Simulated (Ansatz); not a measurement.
# CaLa2S4 (I-42d): the host for defect calculations

Aim: the runs on the perfect crystal CaLa2S4 (I-42d) that a defect calculation needs first.

Main program and level: Ansatz 0.2.0; plane-wave PAW DFT, PBEsol; relaxation of the host's cell and atoms, in the first sound run; inputs show where later runs differ.

## 1. The structure

Symmetry: I-42d, No. 122, tetragonal system. The conventional cell has a = 8.682 Å, b = 8.682 Å, c = 8.742 Å, α = 90.00°, β = 90.00°, γ = 90.00°. Nearest to Ca lie 8 S at 2.88 to 3.15 Å. Nearest to La lie 8 S at 2.89 to 3.17 Å. Nearest to S lie 2 Ca at 2.88 to 3.15 Å and 4 La at 2.89 to 3.17 Å. Farther neighbours and most contacts between anions are not listed.

## 2. Host cell relaxation

Cell and atoms are relaxed together, until forces and stress fall under their thresholds.

File cell/input.yaml:

```yaml
crystal:
  lattice:
    - [-4.3410624, 4.3410624, 4.3709509]
    - [4.3410624, -4.3410624, 4.3709509]
    - [4.3410624, 4.3410624, -4.3709509]
  atoms:
    - { symbol: Ca, position: [0.0, 0.0, 0.0] }
    - { symbol: Ca, position: [0.75, 0.25, 0.5] }
    - { symbol: La, position: [0.875, 0.49433942, 0.11933942] }
    - { symbol: La, position: [0.50566058, 0.625, 0.38066058] }
    - { symbol: La, position: [0.375, 0.75566058, 0.88066058] }
    - { symbol: La, position: [0.24433942, 0.125, 0.61933942] }
    - { symbol: S, position: [0.12381556, 0.37622795, 0.89137765] }
    - { symbol: S, position: [0.12622795, 0.37381556, 0.39137765] }
    - { symbol: S, position: [0.62377205, 0.5151497, 0.74758761] }
    - { symbol: S, position: [0.98243791, 0.7348503, 0.60862235] }
    - { symbol: S, position: [0.2651497, 0.87377205, 0.24758761] }
    - { symbol: S, position: [0.62618444, 0.01756209, 0.75241239] }
    - { symbol: S, position: [0.76756209, 0.87618444, 0.25241239] }
    - { symbol: S, position: [0.4848503, 0.23243791, 0.10862235] }
basis:
  ecutwfc: 420
  xc_grid: 2
hamiltonian:
  xc: pbesol
kpoints:
  mp_grid: { grid: [5, 5, 5] }
scf:
  occupations: { method: fixed }
  max_iter: 100
relax:
  f_tol: 0.005
  max_steps: 60
  cell: {}
output:
  forces: true
  stress: true
checkpoint:
  write: "../cell.run"
  compress: false
  write_wavefunctions: false
  write_every: 100000
```

Run with:

```bash
ansatz run input.yaml --threads 8 --pin off --max-ram 14131MiB --backend cpu --events-out ev --progress --plain --runs-dir out
```

Numbers of over 12 decimals in the logs are rounded to 6 here.

The program printed:

```text
[... repeated set-up lines and file paths are left out, and long positions are rounded to six places ...]
Engine: ansatz 0.2.0, aarch64-unknown-linux-gnu
Pseudopotentials: kind: paw
Pseudopotential: Ca, paw, valence charge 10, recommended cutoff 420 eV (normal), Ca.paw.azcp
Pseudopotential: La, paw, valence charge 11, recommended cutoff 420 eV (normal), La.paw.azcp
Pseudopotential: S, paw, valence charge 6, recommended cutoff 420 eV (normal), S.paw.azcp
Functional definition: PBEsol
  exchange = pbesol_x
  correlation = pbesol_c
Crystal: 14 atoms, lattice volume = 329.479 Å³
Basis set: ecut = 420 eV, 6483 PW (Γ), exchange–correlation on 108×108×108 points (8 copies of the dense FFT grid, shifted against one another)
Bands: 70, of which v1, the nominal top of the filled ones, is band 56 counted from 1 (55 counted from 0)
Symmetry: 8 space group operations
Space group: I-42d (ITA 122), of the structure as read, at distance tolerance 6.9e-5 Å
k-points: 18 of 125 (time reversal used)
Non-local potential: Ca, projectors of the file, l = 0: 3, l = 1: 2, l = 2: 2
Non-local potential: La, projectors of the file, l = 0: 3, l = 1: 2, l = 2: 2, l = 3: 3
Non-local potential: S, projectors of the file, l = 0: 2, l = 1: 2, l = 2: 2
PAW form: soft (Blöchl's): semilocal exchange-correlation on the pseudo side does not see the compensation charge
PAW frozen core: Ca, regenerated for the run's functional, and the local potential with it (the file was generated under x = pbe(κ = 0.804, μ = 0.219515), c = pbe(β = 0.066725))
PAW frozen core: La, regenerated for the run's functional, and the local potential with it (the file was generated under x = pbe(κ = 0.804, μ = 0.219515), c = pbe(β = 0.066725))
PAW frozen core: S, regenerated for the run's functional, and the local potential with it (the file was generated under x = pbe(κ = 0.804, μ = 0.219515), c = pbe(β = 0.066725))
PAW one-centre angular grid: Ca, 110 points (default); XC on 64 Gauss nodes
PAW one-centre angular grid: La, 590 points (default); XC on 64 Gauss nodes
PAW one-centre angular grid: S, 110 points (default); XC on 64 Gauss nodes
Initial density: superposition of atomic densities (neutral atoms: chi_scale 0, normalization atom), corrected by the library's trained network
Initial wavefunctions: pseudopotential atomic-orbital guess
Functional: x = pbesol(κ = 0.804, μ = 0.123457), c = pbesol(β = 0.046)
SCF iter   1: F=—  HF=-35342.896535 eV  |F-HF|=—  |Δ(HF+E_count)|=         —  Δρ=5.54e-3  dr2=1.52e-1  ethr=1.77e-3  ⟨swp⟩=6.1  Hψ=4233  notcnv=0  defer=186
preconditioner: auto → Resta (q_TF=auto, 2.279 Å⁻¹)  ε∞=4.7  [insulator: Δε(μ)=2.023 eV  Ē_g=10.022 eV  n_scr=62 (ndim 8)  ℏωp=19.2 eV  f_vac=0.000  ε∞_Penn≈4.7]
SCF iter   2: F=—  HF=-35342.868963 eV  |F-HF|=—  |Δ(HF+E_count)|=   2.76e-2  Δρ=2.14e-3  dr2=1.42e-2  ethr=1.36e-4  ⟨swp⟩=3.7  Hψ=2017  notcnv=0  defer=216
SCF iter   3: F=—  HF=-35342.868329 eV  |F-HF|=—  |Δ(HF+E_count)|=   6.34e-4  Δρ=8.14e-4  dr2=1.77e-3  ethr=1.27e-5  ⟨swp⟩=3.3  Hψ=2078  notcnv=0  defer=162
automatic band count: iteration 3 solves 67 bands in place of 70: the levels show a gap, and the empty bands left out lie too high to hold charge; the band table lists the bands solved (type scf.n_extra_bands for more)
SCF iter   4: F=—  HF=-35342.868671 eV  |F-HF|=—  |Δ(HF+E_count)|=   3.42e-4  Δρ=1.41e-4  dr2=6.83e-5  ethr=1.58e-6  ⟨swp⟩=2.7  Hψ=2123  notcnv=0  defer=162
SCF iter   5: F=—  HF=-35342.868593 eV  |F-HF|=—  |Δ(HF+E_count)|=   7.80e-5  Δρ=2.74e-5  dr2=3.20e-6  ethr=6.10e-8  ⟨swp⟩=2.7  Hψ=2055  notcnv=0  defer=160
SCF iter   6: F=—  HF=-35342.868594 eV  |F-HF|=—  |Δ(HF+E_count)|=   1.05e-6  Δρ=6.72e-6  dr2=2.50e-7  ethr=2.86e-9  ⟨swp⟩=2.0  Hψ=1532  notcnv=0  defer=159
SCF iter   7: F=-35342.868594 eV  HF=-35342.868594 eV  |F-HF|=1.62e-9  |Δ(HF+E_count)|=   4.58e-8  Δρ=1.33e-6  dr2=6.62e-9  ethr=8.93e-11  ⟨swp⟩=4.1  Hψ=4303  notcnv=0
SCF 1 converged in 7 iterations: F = -35342.868594 eV  dr2 = 6.62e-9
  greatest PAW one-centre occupation: 0.995 electrons in one spin orbital (limit 2), on the Ca atom at site 1 (counted from 0), in its partial waves of l = 0
relax step   1: F+E_penalty+E_count = -35342.86859390 eV  Δ(F+E_penalty+E_count) = +0.000e0 eV  max|allowed force component| = 5.410e-2 eV/Å  Δτ_max = 0.0000 Å  P = -3.048 GPa  Ω = 329.479 Å³  (7 SCF iters, dr2 threshold 1.00e-7 eV, accepted)
[... the SCF cycles and remarks between the steps are left out from here to the last step ...]
relax step   2: F+E_penalty+E_count = -35342.83727827 eV  Δ(F+E_penalty+E_count) = +3.132e-2 eV  max|allowed force component| = 2.843e-1 eV/Å  Δτ_max = 0.0334 Å  P = +4.191 GPa  Ω = 300.499 Å³  energy of the carried Pulay correction = +5.394e-4 eV  (6 SCF iters, dr2 threshold 1.40e-6 eV, rejected (line search))
relax step   3: F+E_penalty+E_count = -35343.02207713 eV  Δ(F+E_penalty+E_count) = -1.535e-1 eV  max|allowed force component| = 5.618e-2 eV/Å  Δτ_max = 0.0258 Å  P = -0.448 GPa  Ω = 316.485 Å³  energy of the carried Pulay correction = +2.358e-4 eV  (8 SCF iters, accepted)
relax step   4: F+E_penalty+E_count = -35343.02859809 eV  Δ(F+E_penalty+E_count) = -6.521e-3 eV  max|allowed force component| = 6.145e-2 eV/Å  Δτ_max = 0.0409 Å  P = -0.119 GPa  Ω = 314.009 Å³  energy of the carried Pulay correction = +2.819e-4 eV  (5 SCF iters, dr2 threshold 7.04e-7 eV, accepted)
relax step   5: F+E_penalty+E_count = -35343.03292562 eV  Δ(F+E_penalty+E_count) = -4.328e-3 eV  max|allowed force component| = 1.657e-3 eV/Å  Δτ_max = 0.0164 Å  P = +0.001 GPa  Ω = 313.884 Å³  energy of the carried Pulay correction = +2.842e-4 eV  (5 SCF iters, dr2 threshold 2.36e-7 eV, accepted)
Basis set: ecut = 420 eV, 6115 PW (Γ), exchange–correlation on 100×100×100 points (8 copies of the dense FFT grid, shifted against one another)
Initial wavefunctions: pseudopotential atomic-orbital guess (no wavefunctions were taken with the density)
iter 1 solved again at ethr=2.70e-7 eV; its pass at ethr=3.10e-3 eV (dr2=3.02e-4 eV) is discarded
SCF iter   1: F=—  HF=-35343.032753 eV  |F-HF|=—  |Δ(HF+E_count)|=         —  Δρ=1.30e-5  dr2=8.69e-8  ethr=2.70e-7  ⟨swp⟩=3.5  Hψ=7530  notcnv=0  defer=216
eigensolver tolerance schedule: the retry pair's looser diagonalisation over-reported the residual by 3477.69 of it (diagonalisation noise at 0.43 of the residual, at the tolerance the schedule requests for it); [...]
SCF iter   2: F=—  HF=-35343.032660 eV  |F-HF|=—  |Δ(HF+E_count)|=   9.35e-5  Δρ=6.90e-6  dr2=3.04e-8  ethr=7.76e-11  ⟨swp⟩=3.0  Hψ=3105  notcnv=0  defer=214
SCF iter   3: F=—  HF=-35343.032660 eV  |F-HF|=—  |Δ(HF+E_count)|=   6.07e-8  Δρ=1.36e-6  dr2=3.37e-9  ethr=2.71e-11  ⟨swp⟩=2.9  Hψ=2081  notcnv=0  defer=214
SCF iter   4: F=—  HF=-35343.032660 eV  |F-HF|=—  |Δ(HF+E_count)|=   1.78e-9  Δρ=3.31e-7  dr2=5.80e-10  ethr=3.01e-12  ⟨swp⟩=2.1  Hψ=1631  notcnv=0  defer=214
SCF iter   5: F=-35343.032660 eV  HF=-35343.032660 eV  |F-HF|=2.18e-11  |Δ(HF+E_count)|=  8.00e-11  Δρ=7.22e-8  dr2=2.69e-11  ethr=1.00e-12  ⟨swp⟩=4.9  Hψ=4430  notcnv=0
SCF 6 converged in 5 iterations: F = -35343.032660 eV  dr2 = 2.69e-11
relax step   6: F+E_penalty+E_count = -35343.03265968 eV  Δ(F+E_penalty+E_count) = +2.659e-4 eV  max|allowed force component| = 1.673e-3 eV/Å  Δτ_max = 0.0000 Å  P = +0.001 GPa  Ω = 313.884 Å³  stress off target by 1.69e-3 GPa  SCF on the basis re-selected at this cell (its energy is not comparable with the rows above)  (5 SCF iters)
basis re-selected at this cell: Δ(F+E_penalty+E_count) = +2.659e-4 eV, ΔP = +0.000 GPa vs the last step (what re-selecting the basis moved, of the pressure what is left beyond the Pulay correction that the steps carried, after the strain that the cell walked [...]
SCF converged after 5 iterations
Free energy (F): -35343.032660 eV
Harris-Foulkes:  -35343.032660 eV  (|F-HF|=2.18e-11)
Internal energy: -35343.032660 eV  (E = F + TS)
E sigma→0 (E₀):  -35343.032660 eV
Fermi energy:    8.927662 eV
--- Per-component energies (eV) ---
  E_band       = -285.555742
  E_kinetic    = 2187.952357
  E_local      = -3169.654117  (includes V_loc(G=0)·N_el)
  E_nonlocal   = 749.128881
  E_hartree    = 1011.205768
  E_xc         = -1603.793628
  E_vxc        = -1641.494161  (∫ρ·V_xc dr)
  E_paw        = -27665.314747  (= ΣΔE_a)
  E_vpaw       = -433.900212  (= ΣTr[D̂ρ^β])
  E_aug_tail   = 0.000001  (compensation charges beyond the density's cutoff)
  E_ewald      = -6853.968395
  E_core_change = 1.411221  (= ΣΔE_core)
  E_smearing   = -0.000000  (= −TS)
  E_closure    = 0.000000  (closes the sum)
  Σ components = -35343.032660   (vs F -35343.032660, Δ=0.00e0)
--- Forces (eV/Å), atoms counted from 1 ---
  atom   1  Ca    -0.00000000    -0.00000000     0.00000000
  atom   2  Ca    -0.00000000    -0.00000000     0.00000000
  atom   3  La    -0.00022412    -0.00000000     0.00000000
  atom   4  La     0.00000000     0.00022412    -0.00000000
  atom   5  La     0.00022412    -0.00000000    -0.00000000
  atom   6  La     0.00000000    -0.00022412     0.00000000
  atom   7  S     -0.00121653    -0.00167315    -0.00090026
  atom   8  S     -0.00167315    -0.00121653    -0.00090026
  atom   9  S     -0.00167315     0.00121653     0.00090026
  atom  10  S      0.00167315     0.00121653    -0.00090026
  atom  11  S      0.00121653    -0.00167315     0.00090026
  atom  12  S     -0.00121653     0.00167315     0.00090026
  atom  13  S      0.00167315    -0.00121653     0.00090026
  atom  14  S      0.00121653     0.00167315    -0.00090026
  max |Σ_I F_I| component: 2.99e-17 eV/Å
--- Stress (GPa, compression-positive) ---
        0.000276      -0.000000       0.000000
        0.000000       0.000276      -0.000000
        0.000000      -0.000000       0.001691
  P = ⅓ Tr σ = 0.0007 GPa (0.007 kbar)
--- Relaxed structure (5 steps of the walk, 4 accepted, 1 SCFs on fresh bases) ---
  F+E_penalty+E_count = -35343.03265968 eV   max|allowed force component| = 1.673e-3 eV/Å   (the final SCF, on the basis selected at the relaxed cell)
  cell:  # Å, volume = 313.8836 Å³
    - [-4.273645, 4.273645, 4.296469]
    - [4.273645, -4.273645, 4.296469]
    - [4.273645, 4.273645, -4.296469]
  atoms:
    - { symbol: Ca, position: [0, -2.559149906925262e-19, 0] }
    - { symbol: Ca, position: [0.75, 0.250000, 0.5] }
    - { symbol: La, position: [0.875000, 0.495568, 0.120568] }
    - { symbol: La, position: [0.504432, 0.625, 0.379432] }
    - { symbol: La, position: [0.375, 0.754432, 0.879432] }
    - { symbol: La, position: [0.245568, 0.125000, 0.620568] }
    - { symbol: S, position: [0.123120, 0.375196, 0.897198] }
    - { symbol: S, position: [0.125196, 0.373120, 0.397198] }
    - { symbol: S, position: [0.624804, 0.522003, 0.747924] }
    - { symbol: S, position: [0.975922, 0.727997, 0.602802] }
    - { symbol: S, position: [0.272003, 0.874804, 0.247924] }
    - { symbol: S, position: [0.626880, 0.024078, 0.752076] }
    - { symbol: S, position: [0.774078, 0.876880, 0.252076] }
    - { symbol: S, position: [0.477997, 0.225922, 0.102802] }
```

Elapsed: 34 s, on 8 threads of Arm Neoverse V1, shared host; peak memory 1.3 GiB; 4.2 min of CPU time.

The steps of the relaxation:

```csv
step,energy less that of the first step (eV),largest force component (eV/Å),pressure (GPa),volume (Å³)
1,0.0000,0.0541,-3.05,329.48
2,0.0313,0.2843,4.19,300.50
3,-0.1535,0.0562,-0.45,316.49
4,-0.1600,0.0615,-0.12,314.01
5,-0.1643,0.0017,0.00,313.88
6*,-0.1641,0.0017,0.00,313.88
```

Relaxation steps marked * repeat the geometry before them on a plane-wave basis chosen anew for their cell, so energy and pressure can jump there. Relaxation step 2 was tried and not accepted.

The run keeps the 8 symmetry operations that it works with, so distortions that break them were not tested.

```
conventional cell, symmetrised  before  after  change
                         a (Å)   8.682  8.547  -1.6 %
                         b (Å)   8.682  8.547  -1.6 %
                         c (Å)   8.742  8.593  -1.7 %
              volume (Å³/atom)   23.53  22.42  -4.7 %
```

The atoms that moved most (Å, as changes of fractional coordinates times the final cell):

| atom | dx | dy | dz | length |
| --- | --- | --- | --- | --- |
| S11 | -0.023 | 0.026 | 0.032 | 0.048 |
| S14 | -0.023 | -0.026 | -0.032 | 0.048 |
| S12 | 0.023 | -0.026 | 0.032 | 0.048 |
| S7 | 0.023 | 0.026 | -0.032 | 0.048 |
| S8 | 0.026 | 0.023 | -0.032 | 0.048 |
| S9 | 0.026 | -0.023 | 0.032 | 0.048 |
| S13 | -0.026 | 0.023 | 0.032 | 0.048 |
| S10 | -0.026 | -0.023 | -0.032 | 0.048 |

Numbers from this step:

| Property | Result |
| --- | --- |
| pressure | 7.48e-4 GPa |

The relaxation ends with a largest force component of 0.0017 eV/Å and a pressure of 0.00 GPa.

(Part 1 of 3 ends here.)

[Logs are printed without paths, hosts, clocks, repeated set-up lines and the standing remarks that a program may print on its own settings, such as how far it seeks lower states.]

[Hosts, paths, dates, database ids (printed as entryN), source tags and the programs' standing remarks are cut or masked in the printed files.]

[Runs of the host that timed out are not shown.]

[For some hosts the program warned that the k-mesh of the response run may be too coarse for force constants and the static dielectric constant; such warnings are not always shown.]
